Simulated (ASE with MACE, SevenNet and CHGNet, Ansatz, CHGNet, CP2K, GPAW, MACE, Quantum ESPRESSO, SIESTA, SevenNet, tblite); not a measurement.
# Running glassy ZnIn2Ga2O7 (96 atoms) with machine-learned potentials

How do the settings of machine-learned potentials change the result for glassy ZnIn2Ga2O7 (96 atoms)? A plane-wave run serves as the yardstick.

Calculated with ASE with MACE, SevenNet and CHGNet; the method is named at each step.

## (1) Set-up

The cell holds 96 atoms: 16 Ga, 16 In, 56 O and 8 Zn. Cell: a = 10.656 Å, b = 10.656 Å, c = 10.656 Å, α = 90.0°, β = 90.0°, γ = 90.0°. 96 atoms (16 Fe, 16 Sc, 56 O, 8 Zn) placed at random at 4.16 g/cm³, melted at 4500 K for 20 ps at fixed volume with the Morse and Coulomb pair potential with partial charges (Pedone, Malavasi, Menziani, Cormack and Segre, J. Phys. Chem. B 110, 11780 (2006)). Quenched from 4500 K to 300 K at 100 K/ps and fixed volume, held 5 ps. Then Fe was replaced by Ga, Sc was replaced by In (the potential has no terms for the new elements, so the cell is a start for a DFT relaxation). Then every atom was moved at random, 0.03 Å r.m.s. a Cartesian component.

The yardstick, on the same geometry:

```
method                                           : Kohn-Sham DFT, PBE, SSSP efficiency 1.3.0 pseudopotentials, plane waves (Quantum ESPRESSO 7.5); sssp-pbe-1.3.0-efficiency, cutoffs 60/480 Ry, Γ point
r.m.s. force component                           : 1.051 eV/Å
longest force                                    : 4.411 eV/Å
pressure                                         : 4.903 GPa
gap (highest filled to lowest empty level) : 0.5121 eV
time                                             : 10 min on 4 MPI ranks of Arm Neoverse V1, shared host
CPU time                                         : 41 min
```

## (2) MACE MP-0b3 medium potential

Method: machine-learned interatomic potential MACE MP-0b3 medium, trained on PBE(+U) plane-wave data.

run.py

```python
import numpy as np
from ase.io import read
import mlip  # loads the published weights by name

atoms = read("structure.xyz")
atoms.calc = mlip.calc("mace-mp-0b3-medium")
energy = atoms.get_potential_energy()
forces = atoms.get_forces()
print(f"energy {energy:.6f} eV")
print("forces (eV/A)")
for i, (a, f) in enumerate(zip(atoms, forces)):
    print(f"{i:4d} {a.symbol:2s} {f[0]:10.5f} {f[1]:10.5f} {f[2]:10.5f}")
stress = -atoms.get_stress(voigt=False) * 160.21766
print("stress (GPa, compression positive)")
for row in stress:
    print(" ".join(f"{x:10.4f}" for x in row))
```

structure.xyz

```xyz
96
Lattice="10.65570 0.00000 0.00000 0.00000 10.65570 0.00000 0.00000 0.00000 10.65570" Properties=species:S:1:pos:R:3 pbc="T T T"
Ga 4.93934 6.62145 5.52402
Ga 6.17967 5.53084 0.34205
Ga 0.04294 1.07697 0.69166
Ga 8.45764 3.34067 0.52724
Ga 8.03429 10.64707 9.74656
Ga 7.72410 4.50555 8.30548
Ga 8.27149 1.26568 3.11924
Ga 0.55900 3.28515 3.03964
Ga 5.72424 7.15434 8.56452
Ga 0.14982 5.76868 7.34966
Ga 0.19010 8.64231 5.43110
Ga 5.62909 0.86375 1.47677
Ga 7.20102 1.66623 6.58778
Ga 5.55258 2.45827 9.09624
Ga 8.85478 8.29781 8.00616
Ga 5.01063 3.84724 6.51351
In 7.48019 8.90966 1.72569
In 9.32736 3.63977 5.23973
In 7.70748 9.06097 4.98026
In 2.06539 5.46701 4.99156
In 9.15112 6.37360 10.52368
In 10.29948 8.88856 1.78142
In 5.46201 9.77692 7.83301
In 5.57474 0.71319 4.43831
In 0.57839 3.58032 9.99292
In 3.12660 8.75206 3.32255
In 2.91028 0.85960 6.13225
In 2.75610 8.71285 7.92230
In 10.40508 0.51648 6.82327
In 6.58213 3.94154 3.26778
In 3.06628 4.97397 8.59297
In 1.78877 6.72588 0.09356
O 3.46736 6.95242 4.31055
O 1.15412 1.37672 5.56569
O 4.74008 5.84486 9.48336
O 9.04520 2.15863 6.80398
O 6.59481 0.81921 8.51156
O 8.08586 5.26381 1.33473
O 4.02072 10.04875 1.80167
O 6.32586 5.77283 7.01390
O 6.62017 3.26714 7.37897
O 6.16358 7.50353 0.97382
O 0.31711 4.40272 4.56149
O 9.12309 1.51194 10.36224
O 8.17676 4.89619 4.01049
O 2.14094 7.02040 8.83784
O 8.81855 8.12039 3.14034
O 1.20921 9.61517 6.88870
O 7.36831 6.18244 9.48304
O 3.18989 7.30565 1.48231
O 4.50225 8.92117 9.40451
O 6.36849 7.53774 4.78622
O 3.78448 10.25600 4.74509
O 1.50714 1.73485 10.09755
O 4.64993 8.00041 6.99781
O 2.64805 4.42968 3.27087
[... 36 atom lines left out ...]
Zn 0.49474 0.59704 3.75432
Zn 3.75922 3.19735 2.05666
Zn 4.45749 8.42195 0.69560
Zn 2.56206 0.37039 1.16989
```

On the command line:

```console
$ OMP_NUM_THREADS=1 python run.py > output.txt
```

Output:

```text
energy -516.555186 eV
forces (eV/A)
   0 Ga    0.85329    0.03599    1.28972
   1 Ga   -0.11102    1.27810   -1.16374
   2 Ga   -0.51807   -0.61449    0.33366
   3 Ga   -0.10702   -0.80980   -0.61191
   4 Ga    0.46837    0.59253   -0.30710
   5 Ga    0.64468    1.76360    0.65054
   6 Ga    0.94881   -0.72672    0.06954
   7 Ga    1.10753   -0.22448   -1.75660
   8 Ga    0.59454   -0.63924   -0.33559
   9 Ga   -1.84162    0.79301    1.86471
  10 Ga   -0.04790   -0.51557   -0.16402
  11 Ga   -0.54505    0.35940   -0.61679
  12 Ga    0.98180   -1.44782    0.30177
  13 Ga    1.81992   -0.51447    1.21688
  14 Ga   -0.64093    0.66685   -0.33575
  15 Ga   -0.52259    0.56751   -1.76396
  16 In   -1.16963   -1.54917    0.15854
  17 In   -2.05012   -2.14780    3.01085
  18 In    0.50044    0.59725   -0.94885
  19 In    0.63707   -0.31892    0.44152
  20 In   -0.19771    0.99438   -1.07318
  21 In    0.07667   -2.01566    1.43717
  22 In    0.92905    2.65423   -1.50006
  23 In   -2.21454   -0.70448    0.84387
[...]
88 Zn   -1.09177    0.08439    0.67145
  89 Zn    0.18445    1.03877   -0.51695
  90 Zn    0.60058    1.77176    0.58578
  91 Zn   -0.92122    0.51361    0.97957
  92 Zn   -0.40833   -0.91231    0.69874
  93 Zn   -0.42058   -0.13453    0.12804
  94 Zn    1.55883    0.73733   -1.88781
  95 Zn   -0.87306    0.46943   -0.21270
stress (GPa, compression positive)
    6.8772    -0.0297    -0.6655
   -0.0297     3.8869    -2.0024
   -0.6655    -2.0024     5.1606
```

The job ended after 9.6 s (1 thread of Arm Neoverse V1, shared host; peak memory 1.2 GiB).

Banners, paths, timers and routine set-up lines are dropped from the logs unmarked, and long logs keep their key lines alone; longer cuts are marked.

Compared with the plane-wave run:

```yaml
r_m_s_force_component: 1.034 eV/Å
r_m_s_difference_of_force_components: 100.3 meV/Å
longest_difference_of_force_vectors: 446.7 meV/Å
force_difference_over_r_m_s_force: 9.54 %
slope_of_forces_against_the_reference_s: 0.98
correlation_of_force_components: 0.9955
pressure: 5.308 GPa
pressure_difference: 0.4052 GPa
```

Length of the force difference by element (eV/Å):

```
element  atoms  mean  most
     Ga     16  0.19  0.45
     In     16  0.19  0.39
      O     56  0.14  0.36
     Zn      8  0.17  0.27
```

A closer look about In18, which bears the longest force: 9 atoms, nearest first, numbered in the order of the input, with positions taken from that point.

```
atom      x      y      z  distance (Å)  bonds     Fx     Fy  Fz (eV/Å)
In18   0.00   0.00   0.00          0.00      5  -2.05  -2.15       3.01
 O43   1.65   0.76  -0.68          1.94      3   2.32   1.10      -1.63
 O75   0.48  -1.40  -1.45          2.07      4  -0.32  -0.34      -0.54
 O45  -1.15   1.26  -1.23          2.10      4   1.36   1.01       0.90
 O79  -0.26   1.42   1.60          2.16      4  -0.22  -0.34       0.17
 O36  -0.28  -1.48   1.56          2.17      3  -0.45  -0.16      -0.09
 O68  -2.10  -1.59  -0.62          2.71      4   0.97   0.78       0.05
 Ga8   1.89  -0.35  -2.20          2.92      5   1.11  -0.22      -1.76
Zn92  -1.53   2.51   0.28          2.95      5  -0.92   0.51       0.98
```

Atoms are counted from 1 here, from 0 in the log.

Forces lie 9.5 % from the reference's, at 0.0039 times its CPU time (on 1 against 4 cores).

## (3) SevenNet 0 potential

Method: machine-learned interatomic potential SevenNet 0, trained on PBE(+U) plane-wave data.

run.py: that of step 2 with these lines changed.

```diff
@@ -5,3 +5,3 @@
 atoms = read("structure.xyz")
-atoms.calc = mlip.calc("mace-mp-0b3-medium")
+atoms.calc = mlip.calc("7net-0")
 energy = atoms.get_potential_energy()
```

structure.xyz is that of step 2.

Output:

```text
energy -516.296753 eV
forces (eV/A)
   0 Ga    0.86906    0.00689    1.33938
   1 Ga   -0.15322    1.24353   -1.24313
   2 Ga   -0.39204   -0.66875    0.27272
   3 Ga   -0.14223   -0.83225   -0.72432
   4 Ga    0.42228    0.54166   -0.33848
   5 Ga    0.51151    1.75154    0.58541
   6 Ga    0.74939   -0.66214    0.08839
   7 Ga    1.19020   -0.17373   -1.76487
   8 Ga    0.66160   -0.85454   -0.48825
   9 Ga   -1.79339    0.85770    1.84961
  10 Ga    0.01393   -0.62772   -0.15870
  11 Ga   -0.39195    0.20941   -0.69621
  12 Ga    0.97927   -1.32662    0.48909
  13 Ga    2.20471   -0.43046    1.24385
  14 Ga   -0.76248    0.70789   -0.46601
  15 Ga   -0.28454    0.65774   -1.62269
  16 In   -1.34258   -1.56153    0.26696
  17 In   -2.17443   -2.17037    3.17763
  18 In    0.48148    0.56369   -0.91283
  19 In    0.57028   -0.21547    0.48016
  20 In   -0.20247    1.04632   -1.08337
  21 In    0.50884   -2.05945    1.45385
  22 In    0.85206    2.64594   -1.54028
  23 In   -2.20922   -0.81187    0.71891
[...]
88 Zn   -1.28322   -0.04615    0.55967
  89 Zn    0.16203    1.15388   -0.51797
  90 Zn    0.66430    1.89625    0.52910
  91 Zn   -0.96760    0.55641    1.07816
  92 Zn   -0.39202   -0.96183    0.63889
  93 Zn   -0.41462   -0.07798    0.15879
  94 Zn    1.58786    0.59270   -1.93687
  95 Zn   -0.88801    0.29932   -0.12385
stress (GPa, compression positive)
    7.5545     0.0080    -0.7348
    0.0080     3.8821    -1.9852
   -0.7348    -1.9852     5.7435
```

Elapsed: 9.2 s, on 1 thread; peak memory 1 GiB.

Numbers from this run, and their distance from the reference:

* r.m.s. force component: 1.042 eV/Å
* r.m.s. difference of force components: 83.8 meV/Å
* longest difference of force vectors: 319.7 meV/Å
* force difference over r.m.s. force: 7.974 %
* slope of forces against the reference's: 0.9886
* correlation of force components: 0.9968
* pressure: 5.727 GPa
* pressure difference: 0.8237 GPa

Against the first run (9.5 %), the force difference from the reference is 8.0 %, at 0.96 times the CPU time.

## (4) CHGNet r2SCAN potential

Method: machine-learned interatomic potential CHGNet r2SCAN, trained on r2SCAN plane-wave data.

run.py: that of step 3 with these lines changed.

```diff
@@ -5,3 +5,3 @@
 atoms = read("structure.xyz")
-atoms.calc = mlip.calc("7net-0")
+atoms.calc = mlip.calc("chgnet-r2scan")
 energy = atoms.get_potential_energy()
```

structure.xyz is that of step 3.

Output:

```text
CHGNet vr2scan initialized with 412,525 parameters
CHGNet will run on cpu
energy -1116.521240 eV
forces (eV/A)
   0 Ga    0.70974   -0.05811    1.01462
   1 Ga   -0.07216    0.96429   -0.93312
   2 Ga   -0.25492   -0.47014    0.11299
   3 Ga    0.00377   -0.63081   -0.61788
   4 Ga    0.28527    0.49752   -0.17995
   5 Ga    0.24640    1.13988    0.32591
   6 Ga    0.49381   -0.60755    0.11028
   7 Ga    0.62947   -0.32208   -1.20198
   8 Ga    0.49042   -0.80682   -0.52126
   9 Ga   -1.26692    0.41997    1.27387
  10 Ga    0.01912   -0.27964   -0.09367
  11 Ga   -0.23884    0.14995   -0.43534
  12 Ga    0.67296   -0.80123    0.24731
  13 Ga    1.27947   -0.16884    0.87338
  14 Ga   -0.51698    0.48082   -0.27350
  15 Ga   -0.12463    0.37652   -1.09657
  16 In   -1.09281   -1.09960    0.20146
  17 In   -1.36730   -1.44648    2.03274
  18 In    0.32522    0.35371   -0.73301
  19 In    0.34047   -0.10371    0.45508
  20 In   -0.20927    0.66038   -0.85810
  21 In    0.36703   -1.46267    1.10149
  22 In    0.95186    1.89115   -1.07088
  23 In   -1.49899   -0.60825    0.60897
[...]
88 Zn   -0.77489    0.21876    0.42718
  89 Zn    0.09094    0.64898   -0.39312
  90 Zn    0.11725    1.16522    0.35943
  91 Zn   -0.73972    0.41266    0.84378
  92 Zn   -0.35064   -0.47512    0.36990
  93 Zn    0.01032    0.08746    0.53719
  94 Zn    1.15776    0.37580   -1.24470
  95 Zn   -0.73143   -0.02427    0.13727
stress (GPa, compression positive)
    0.8582     0.0218    -0.3473
    0.0218    -1.6338    -1.3738
   -0.3473    -1.3738    -0.3232
```

Elapsed: 4.5 s, on 1 thread; peak memory 1.4 GiB.

Compared with the plane-wave run:

* r.m.s. force component: 0.7697 eV/Å
* r.m.s. difference of force components: 335.2 meV/Å
* longest difference of force vectors: 1569 meV/Å
* force difference over r.m.s. force: 31.9 %
* slope of forces against the reference's: 0.7174
* correlation of force components: 0.9794
* pressure: -0.3663 GPa
* pressure difference: -5.269 GPa

Against the first run (9.5 %), the force difference from the reference is 32 %, at 0.46 times the CPU time; this potential was trained at another functional than the reference's, which explains only part of so large a difference.

## (5) Side by side

Differences are against the plane-wave reference, forces as r.m.s. over components; share is that over the reference's r.m.s. force, slope the least-squares factor from reference forces to these. Total energies of different programs have different zeros and aren't compared.

```
                         run  Δ force, r.m.s. (meV/Å)  share (%)  slope  Δ pressure (GPa)  cores  CPU time  memory (GiB)
                   reference                        -          -      -                 -      4    41 min           4.0
MACE MP-0b3 medium potential                      100       9.54  0.980             0.405      1     9.6 s           1.2
        SevenNet 0 potential                     83.8       7.97  0.989             0.824      1     9.2 s           1.0
     CHGNet r2SCAN potential                      335       31.9  0.717             -5.27      1     4.5 s           1.4
```

Times of the machine-learned potentials are mostly Python's start and the loading of weights.

CPU time is summed over cores on a shared host, where runs went side by side, so it is rough. Symmetry, cutoffs, thresholds, outputs and thread counts weren't matched or tuned between programs; memory under MPI is the largest rank's times the ranks.

## (6) Summary of results

```
nearest in forces : SevenNet 0 potential, 8.0 %
its CPU time      : 9.2 s
```

Machine-learned potentials differ by 8.0 % (SevenNet 0 potential) to 32 % (CHGNet r2SCAN potential); they were trained on other programs' data, some at another functional. The reference's pressure holds the uncorrected Pulay stress of its 60 Ry basis, so small pressure differences, and their order, may be the reference's own error. Machine-learned potentials mimic data converged in k, so the reference's own k-point error enters their differences. The quench rate of 100 K/ps is many orders above laboratory rates, so the cell is likely richer in defects and strain than a real sample. The network of bonds at the start is that of the classical potential that made the cell, and needn't be the one that DFT or experiment would give. The reference's stress is far from hydrostatic: its diagonal is 6.7, 3.2, 4.8 GPa, compression counted positive. The electronic-structure runs sample only Γ, in a cell whose shortest periodic width is 11 Å.

[Also dropped from logs without a mark: logging warnings of Python, and SIESTA's first energy breakdown and zero terms.]

[Logs are printed without paths, hosts, clocks, repeated set-up lines and the standing remarks that a program may print on its own settings, such as how far it seeks lower states.]

[Hosts, paths, dates, database ids (printed as entryN), source tags and the programs' standing remarks are cut or masked in the printed files.]
